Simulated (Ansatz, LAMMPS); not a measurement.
# Relaxing amorphous carbon (106 atoms), part 2 of 3

How does amorphous carbon (106 atoms) relax, and what do bonds, charges and levels look like afterwards?

Ansatz 0.2.0; Kohn-Sham DFT, PBE, PAW (set soft_2), plane waves.

The cell: 106 C. The quench rate of 500 K/ps is many orders above laboratory rates. The network of bonds at the start is that of the classical potential that made the cell. Only the Γ point is sampled, in a cell whose shortest periodic width is 11 Å.

So far. Step 3 (Single point at the start): Neighbours are counted within 1.85 Å (C-C).

**4. Relaxation**

The atoms are relaxed in the fixed cell, aiming at the force tolerance of the input.

Input file input.yaml:

```yaml
crystal:
  lattice:
    - [10.737, 0.0, 0.0]
    - [0.0, 10.737, 0.0]
    - [0.0, 0.0, 10.737]
  atoms:
    [... the 106 atom lines of step 3 ...]
kpoints:
  mp_grid: { grid: [1, 1, 1] }
hamiltonian:
  xc: pbe
scf:
  occupations: { method: gaussian, width: 0.05 }
output:
  forces: true
relax:
  f_tol: 0.03
  max_steps: 200
```

On the command line:

```
> ansatz run input.yaml --threads 4 --pin off --max-ram 8192MiB --backend cpu --events-out ev --progress --plain --runs-dir out
```

Numbers of over 12 decimals in the logs are rounded to 6 here.

What it wrote:

```text
[...]
Crystal: 106 atoms, lattice volume = 1237.795 Å³
Basis set: ecut = 420 eV, 24111 PW (Γ), exchange–correlation on 144×144×144 points (8 copies of the dense FFT grid, shifted against one another)
Bands: 318, of which v1, the nominal top of the filled ones, is band 212 counted from 1 (211 counted from 0)
Symmetry: 1 space group operations
[...]
k-points: 1
[...]
SCF iter   1: F=—  HF=-26483.008463 eV  |F-HF|=—  |Δ(HF+E_count)|=         —  Δρ=1.69e-2  dr2=7.66e0  ethr=1.77e-3  ⟨swp⟩=5.0  Hψ=1271  notcnv=0  defer=78
[...]
SCF iter  11: F=-26482.337187 eV  HF=-26482.337197 eV  |F-HF|=1.04e-5  |Δ(HF+E_count)|=   2.04e-6  Δρ=2.52e-5  dr2=1.31e-5  ethr=5.31e-9  ⟨swp⟩=3.0  Hψ=747  notcnv=0
SCF 1 converged in 11 iterations: F = -26482.337187 eV  dr2 = 1.31e-5
[...]
relax step   1: F+E_penalty+E_count = -26482.33718705 eV  Δ(F+E_penalty+E_count) = +0.000e0 eV  max|allowed force component| = 4.674e0 eV/Å  Δτ_max = 0.0000 Å  (11 SCF iters, dr2 threshold 2.25e-5 eV, accepted)
[...]
relax step   2: F+E_penalty+E_count = -26487.89205664 eV  Δ(F+E_penalty+E_count) = -5.555e0 eV  max|allowed force component| = 2.302e0 eV/Å  Δτ_max = 0.1975 Å  (9 SCF iters, dr2 threshold 1.00e-4 eV, accepted)
[...]
relax step   3: F+E_penalty+E_count = -26490.09370157 eV  Δ(F+E_penalty+E_count) = -2.202e0 eV  max|allowed force component| = 1.468e0 eV/Å  Δτ_max = 0.1949 Å  (9 SCF iters, dr2 threshold 1.00e-4 eV, accepted)
relax step   4: F+E_penalty+E_count = -26491.04545921 eV  Δ(F+E_penalty+E_count) = -9.518e-1 eV  max|allowed force component| = 1.530e0 eV/Å  Δτ_max = 0.1944 Å  (8 SCF iters, dr2 threshold 1.00e-4 eV, accepted)
relax step   5: F+E_penalty+E_count = -26492.10694263 eV  Δ(F+E_penalty+E_count) = -1.061e0 eV  max|allowed force component| = 1.689e0 eV/Å  Δτ_max = 0.1959 Å  (7 SCF iters, dr2 threshold 1.00e-4 eV, accepted)
relax step   6: F+E_penalty+E_count = -26493.37743976 eV  Δ(F+E_penalty+E_count) = -1.270e0 eV  max|allowed force component| = 1.480e0 eV/Å  Δτ_max = 0.1954 Å  (8 SCF iters, dr2 threshold 1.00e-4 eV, accepted)
relax step   7: F+E_penalty+E_count = -26494.42546381 eV  Δ(F+E_penalty+E_count) = -1.048e0 eV  max|allowed force component| = 1.926e0 eV/Å  Δτ_max = 0.1928 Å  (8 SCF iters, dr2 threshold 1.00e-4 eV, accepted)
relax step   8: F+E_penalty+E_count = -26495.43536673 eV  Δ(F+E_penalty+E_count) = -1.010e0 eV  max|allowed force component| = 1.989e0 eV/Å  Δτ_max = 0.1952 Å  (7 SCF iters, dr2 threshold 1.00e-4 eV, accepted)
relax step   9: F+E_penalty+E_count = -26496.47971039 eV  Δ(F+E_penalty+E_count) = -1.044e0 eV  max|allowed force component| = 1.833e0 eV/Å  Δτ_max = 0.1954 Å  (7 SCF iters, dr2 threshold 1.00e-4 eV, accepted)
relax step  10: F+E_penalty+E_count = -26497.30787922 eV  Δ(F+E_penalty+E_count) = -8.282e-1 eV  max|allowed force component| = 3.945e0 eV/Å  Δτ_max = 0.1955 Å  (7 SCF iters, dr2 threshold 1.00e-4 eV, accepted)
relax step  11: F+E_penalty+E_count = -26498.28013967 eV  Δ(F+E_penalty+E_count) = -9.723e-1 eV  max|allowed force component| = 2.562e0 eV/Å  Δτ_max = 0.1952 Å  (6 SCF iters, dr2 threshold 1.00e-4 eV, accepted)
relax step  12: F+E_penalty+E_count = -26498.94609293 eV  Δ(F+E_penalty+E_count) = -6.660e-1 eV  max|allowed force component| = 2.673e0 eV/Å  Δτ_max = 0.1948 Å  (7 SCF iters, dr2 threshold 1.00e-4 eV, accepted)
relax step  13: F+E_penalty+E_count = -26499.91786376 eV  Δ(F+E_penalty+E_count) = -9.718e-1 eV  max|allowed force component| = 1.979e0 eV/Å  Δτ_max = 0.1972 Å  (7 SCF iters, dr2 threshold 1.00e-4 eV, accepted)
relax step  14: F+E_penalty+E_count = -26500.75576393 eV  Δ(F+E_penalty+E_count) = -8.379e-1 eV  max|allowed force component| = 1.087e0 eV/Å  Δτ_max = 0.1927 Å  (10 SCF iters, dr2 threshold 1.00e-4 eV, accepted)
relax step  15: F+E_penalty+E_count = -26501.24545720 eV  Δ(F+E_penalty+E_count) = -4.897e-1 eV  max|allowed force component| = 2.024e0 eV/Å  Δτ_max = 0.1932 Å  (7 SCF iters, dr2 threshold 1.00e-4 eV, accepted)
relax step  16: F+E_penalty+E_count = -26501.94174403 eV  Δ(F+E_penalty+E_count) = -6.963e-1 eV  max|allowed force component| = 1.340e0 eV/Å  Δτ_max = 0.1950 Å  (7 SCF iters, dr2 threshold 1.00e-4 eV, accepted)
relax step  17: F+E_penalty+E_count = -26501.91670641 eV  Δ(F+E_penalty+E_count) = +2.504e-2 eV  max|allowed force component| = 2.800e0 eV/Å  Δτ_max = 0.1289 Å  (7 SCF iters, dr2 threshold 1.00e-4 eV, rejected (line search))
relax step  18: F+E_penalty+E_count = -26502.17698973 eV  Δ(F+E_penalty+E_count) = -2.352e-1 eV  max|allowed force component| = 3.387e-1 eV/Å  Δτ_max = 0.0612 Å  (12 SCF iters, accepted)
relax step  19: F+E_penalty+E_count = -26502.21787629 eV  Δ(F+E_penalty+E_count) = -4.089e-2 eV  max|allowed force component| = 4.070e-1 eV/Å  Δτ_max = 0.0615 Å  (8 SCF iters, dr2 threshold 7.34e-6 eV, accepted)
relax step  20: F+E_penalty+E_count = -26502.24087035 eV  Δ(F+E_penalty+E_count) = -2.299e-2 eV  max|allowed force component| = 3.216e-1 eV/Å  Δτ_max = 0.0179 Å  (7 SCF iters, dr2 threshold 1.06e-5 eV, accepted)
relax step  21: F+E_penalty+E_count = -26502.26133278 eV  Δ(F+E_penalty+E_count) = -2.046e-2 eV  max|allowed force component| = 1.835e-1 eV/Å  Δτ_max = 0.0247 Å  (5 SCF iters, dr2 threshold 6.45e-5 eV, accepted)
relax step  22: F+E_penalty+E_count = -26502.32123693 eV  Δ(F+E_penalty+E_count) = -5.990e-2 eV  max|allowed force component| = 4.267e-1 eV/Å  Δτ_max = 0.0873 Å  (7 SCF iters, dr2 threshold 1.10e-5 eV, accepted)
relax step  23: F+E_penalty+E_count = -26502.37727386 eV  Δ(F+E_penalty+E_count) = -5.604e-2 eV  max|allowed force component| = 6.952e-1 eV/Å  Δτ_max = 0.1942 Å  (7 SCF iters, dr2 threshold 5.93e-5 eV, accepted)
relax step  24: F+E_penalty+E_count = -26502.50289049 eV  Δ(F+E_penalty+E_count) = -1.256e-1 eV  max|allowed force component| = 3.677e-1 eV/Å  Δτ_max = 0.0575 Å  (6 SCF iters, dr2 threshold 1.00e-4 eV, accepted)
relax step  25: F+E_penalty+E_count = -26502.53501156 eV  Δ(F+E_penalty+E_count) = -3.212e-2 eV  max|allowed force component| = 1.307e-1 eV/Å  Δτ_max = 0.0223 Å  (6 SCF iters, dr2 threshold 3.78e-5 eV, accepted)
relax step  26: F+E_penalty+E_count = -26502.53723273 eV  Δ(F+E_penalty+E_count) = -2.221e-3 eV  max|allowed force component| = 3.015e-1 eV/Å  Δτ_max = 0.0276 Å  (7 SCF iters, dr2 threshold 2.16e-6 eV, accepted)
[...]
relax step  42: F+E_penalty+E_count = -26502.66642378 eV  Δ(F+E_penalty+E_count) = -5.678e-2 eV  max|allowed force component| = 1.071e0 eV/Å  Δτ_max = 0.1985 Å  (8 SCF iters, dr2 threshold 6.54e-5 eV, accepted)
relax step  43: F+E_penalty+E_count = -26502.88854362 eV  Δ(F+E_penalty+E_count) = -2.221e-1 eV  max|allowed force component| = 7.687e-1 eV/Å  Δτ_max = 0.1905 Å  (8 SCF iters, dr2 threshold 1.00e-4 eV, accepted)
relax step  44: F+E_penalty+E_count = -26502.64765939 eV  Δ(F+E_penalty+E_count) = +2.409e-1 eV  max|allowed force component| = 2.866e0 eV/Å  Δτ_max = 0.1520 Å  (9 SCF iters, dr2 threshold 1.00e-4 eV, rejected (line search))
relax step  45: F+E_penalty+E_count = -26502.92148526 eV  Δ(F+E_penalty+E_count) = -3.294e-2 eV  max|allowed force component| = 1.157e0 eV/Å  Δτ_max = 0.0739 Å  (14 SCF iters, accepted)
relax step  46: F+E_penalty+E_count = -26502.94641250 eV  Δ(F+E_penalty+E_count) = -2.493e-2 eV  max|allowed force component| = 1.445e0 eV/Å  Δτ_max = 0.0703 Å  (8 SCF iters, dr2 threshold 1.00e-4 eV, accepted)
relax step  47: F+E_penalty+E_count = -26502.98951166 eV  Δ(F+E_penalty+E_count) = -4.310e-2 eV  max|allowed force component| = 4.616e-1 eV/Å  Δτ_max = 0.0436 Å  (7 SCF iters, dr2 threshold 1.00e-4 eV, accepted)
relax step  48: F+E_penalty+E_count = -26502.99925460 eV  Δ(F+E_penalty+E_count) = -9.743e-3 eV  max|allowed force component| = 1.470e-1 eV/Å  Δτ_max = 0.0154 Å  (6 SCF iters, dr2 threshold 2.17e-5 eV, accepted)
relax step  49: F+E_penalty+E_count = -26503.00131594 eV  Δ(F+E_penalty+E_count) = -2.061e-3 eV  max|allowed force component| = 7.227e-2 eV/Å  Δτ_max = 0.0076 Å  (7 SCF iters, dr2 threshold 2.19e-6 eV, accepted)
relax step  50: F+E_penalty+E_count = -26503.00185260 eV  Δ(F+E_penalty+E_count) = -5.367e-4 eV  max|allowed force component| = 6.272e-2 eV/Å  Δτ_max = 0.0025 Å  (8 SCF iters, accepted)
relax step  51: F+E_penalty+E_count = -26503.00248246 eV  Δ(F+E_penalty+E_count) = -6.299e-4 eV  max|allowed force component| = 4.454e-2 eV/Å  Δτ_max = 0.0052 Å  (7 SCF iters, dr2 threshold 9.50e-7 eV, accepted)
relax step  52: F+E_penalty+E_count = -26503.00270094 eV  Δ(F+E_penalty+E_count) = -2.185e-4 eV  max|allowed force component| = 3.222e-2 eV/Å  Δτ_max = 0.0036 Å  (6 SCF iters, dr2 threshold 1.00e-6 eV, accepted)
[...]
relax step  53: F+E_penalty+E_count = -26503.00284048 eV  Δ(F+E_penalty+E_count) = -1.395e-4 eV  max|allowed force component| = 1.903e-2 eV/Å  Δτ_max = 0.0040 Å  (8 SCF iters, accepted)
SCF converged after 8 iterations
Free energy (F): -26503.002840 eV
[...]
Internal energy: -26503.002462 eV  (E = F + TS)
E sigma→0 (E₀):  -26503.002651 eV
Entropy (-TS):   -0.000378 eV (-0.004 meV/atom)
Fermi energy:    4.060739 eV
[...]
--- Forces (eV/Å), atoms counted from 1 ---
  atom   1  C     -0.00073185    -0.00025311     0.00110971
  atom   2  C      0.00518300     0.00048490    -0.00452871
  atom   3  C     -0.00141477    -0.00006355    -0.00061027
  atom   4  C      0.00137946     0.00068942     0.00019070
  atom   5  C      0.00107248     0.00135168    -0.00007270
  atom   6  C     -0.01122187    -0.01130078    -0.00266924
  atom   7  C     -0.00244998     0.00343056     0.00001009
  atom   8  C     -0.00023349    -0.00040459    -0.00081607
  atom   9  C      0.00447992    -0.00348580    -0.00604413
  atom  10  C      0.00173398     0.00075000    -0.00301125
  atom  11  C     -0.00128887    -0.00076328    -0.00036755
  atom  12  C      0.00406819     0.01057199     0.01162547
  atom  13  C      0.00329817    -0.00063717     0.00024367
  atom  14  C      0.00044609     0.00034636     0.00019198
[...]
atom 105  C     -0.00037523     0.00179449    -0.00233498
  atom 106  C     -0.00112378     0.00319638    -0.00191417
  max |Σ_I F_I| component: 5.56e-5 eV/Å
--- Relaxed structure (53 steps of the walk, 51 accepted, 0 SCFs on fresh bases) ---
  F+E_penalty+E_count = -26503.00284048 eV   max|allowed force component| = 1.903e-2 eV/Å
  atoms:
    - { symbol: C, position: [0.678145, 0.952782, 0.705356] }
    - { symbol: C, position: [0.979577, 0.339410, 0.383450] }
    - { symbol: C, position: [0.727346, 0.097732, 0.517298] }
    - { symbol: C, position: [0.543262, 0.808599, 0.00903614] }
[...]
- { symbol: C, position: [0.388000, 0.138938, 0.901982] }
```

Wall time 5.5 min (4 threads of Arm Neoverse V2, shared host); peak memory 1.3 GiB.

Step by step (22 of 53):

```tsv
step	energy less that of the first step (eV)	largest force component (eV/Å)
1	0.0000	4.6738
3	-7.7565	1.4678
6	-11.0403	1.4805
8	-13.0982	1.9886
11	-15.9430	2.5621
13	-17.5807	1.9787
16	-19.6046	1.3396
18	-19.8398	0.3387
21	-19.9241	0.1835
23	-20.0401	0.6952
26	-20.2000	0.3015
28	-20.2203	0.2179
31	-20.2395	0.1070
33	-20.2439	0.0735
36	-20.2534	0.1652
38	-20.2593	0.1137
41	-20.2725	0.2557
43	-20.5514	0.7687
46	-20.6092	1.4450
48	-20.6621	0.1470
51	-20.6653	0.0445
53	-20.6657	0.0190
```

Relaxation steps 17, 44 were tried and not accepted.

The atoms that moved most (Å):

```tsv
atom	dx	dy	dz	length
C67	-0.562	1.827	-1.613	2.501
C8	0.437	-1.008	0.421	1.176
C106	-0.896	0.534	0.220	1.066
C30	-0.319	0.668	-0.432	0.857
C4	0.739	0.362	-0.191	0.845
C104	-0.590	0.433	-0.169	0.751
C66	-0.596	0.286	0.236	0.702
C24	-0.273	-0.051	-0.546	0.612
```

The relaxation changed the energy by -195 meV/atom, and atoms moved by 0.44 Å r.m.s., 2.5 Å at most.

**5. Structure statistics after relaxation**

Bonds before and after, by the cutoffs listed below:

```tsv
pair	bonds before	bonds after	mean before (Å)	mean after (Å)	spread before (Å)	spread after (Å)
C-C	149	156	1.472	1.475	0.062	0.083
```

Density 1.71 g/cm³, 11.68 Å³ an atom.

Pair distribution function in bins of 0.1 Å:

```tsv
r (Å)	total
1.15	0.00
1.25	0.54
1.35	1.80
1.45	6.71
1.55	3.05
1.65	0.46
1.75	0.12
1.85	0.00
1.95	0.00
2.05	0.04
2.15	0.08
2.25	0.10
2.35	1.64
2.45	1.84
2.55	1.70
2.65	1.67
2.75	1.23
2.85	0.87
2.95	0.54
3.05	0.62
3.15	0.72
3.25	0.82
3.35	0.55
3.45	0.89
3.55	1.02
3.65	1.09
3.75	1.07
3.85	1.32
3.95	1.12
4.05	1.02
4.15	0.87
4.25	1.10
4.35	1.04
4.45	1.01
4.55	1.00
4.65	0.96
4.75	1.12
4.85	1.11
4.95	1.12
5.05	1.21
5.15	1.06
5.25	1.20
5.35	0.94
```

Bonds by pair of elements; cutoffs follow the first minimum of g(r), held within bounds set by covalent radii, and pairs that aren't listed don't count as bonded:

```tsv
pair A-B	cutoff (Å)	bonds	mean length (Å)	spread (Å)	shortest (Å)	B about A	A about B
C-C	1.85	156	1.48	0.083	1.25	2.94	2.94
```

How many atoms have how many bonded neighbours:

```tsv
element	mean	2	3	4
C	2.94	14	84	8
```

Bond angles, per cent of each kind in bins of 5°:

```tsv
angle (°)	C-C-C
50–55	0.3
55–60	0.3
60–65	1.3
65–70	0.0
70–75	0.0
75–80	0.3
80–85	0.3
85–90	1.0
90–95	0.6
95–100	2.2
100–105	6.0
105–110	10.8
110–115	16.6
115–120	15.6
120–125	12.1
125–130	11.5
130–135	7.0
135–140	6.0
140–145	1.0
145–150	2.2
150–155	1.0
155–160	1.6
160–165	0.6
165–170	0.6
170–175	0.6
175–180	0.3
```

Bond angles (no mean is given where the spread exceeds 20°):

```tsv
angle	count	mean (°)	spread (°)
C-C-C	314	120	17
```

Bond length by coordination (bonds to H left out):

```tsv
element	coordination	atoms	mean bond length (Å)
C	2	14	1.34
C	3	84	1.47
C	4	8	1.59
```

Rings of the network by King's shortest-path rule, up to 12 atoms, one path for each pair of neighbours; H, halogens, alkali and alkaline-earth atoms are left out, and the last column divides by all other atoms, bonded or not:

```tsv
ring size (atoms)	rings	per network atom
3	2	0.019
4	2	0.019
5	8	0.075
6	7	0.066
7	10	0.094
8	11	0.104
9	9	0.085
10	16	0.151
11	9	0.085
12	9	0.085
```

By these cutoffs 79 % of C atoms have 3 bonded neighbours. The C-C-C angle averages 120° with a spread of 17°. Read as hybridisation, 8 % of the carbon is sp3 and 79 % sp2. Bonds at C atoms with 2 neighbours average 1.34 Å, against 1.59 Å at those with 4. Rings of 10 atoms are the most common (19 % of those counted); sizes run from 3 to 12, where the search stops.

[end of part 2 of 3]

[Logs are printed without paths, hosts, clocks, repeated set-up lines and the standing remarks that a program may print on its own settings, such as how far it seeks lower states.]

[Hosts, paths, dates, database ids (printed as entryN), source tags and the programs' standing remarks are cut or masked in the printed files.]
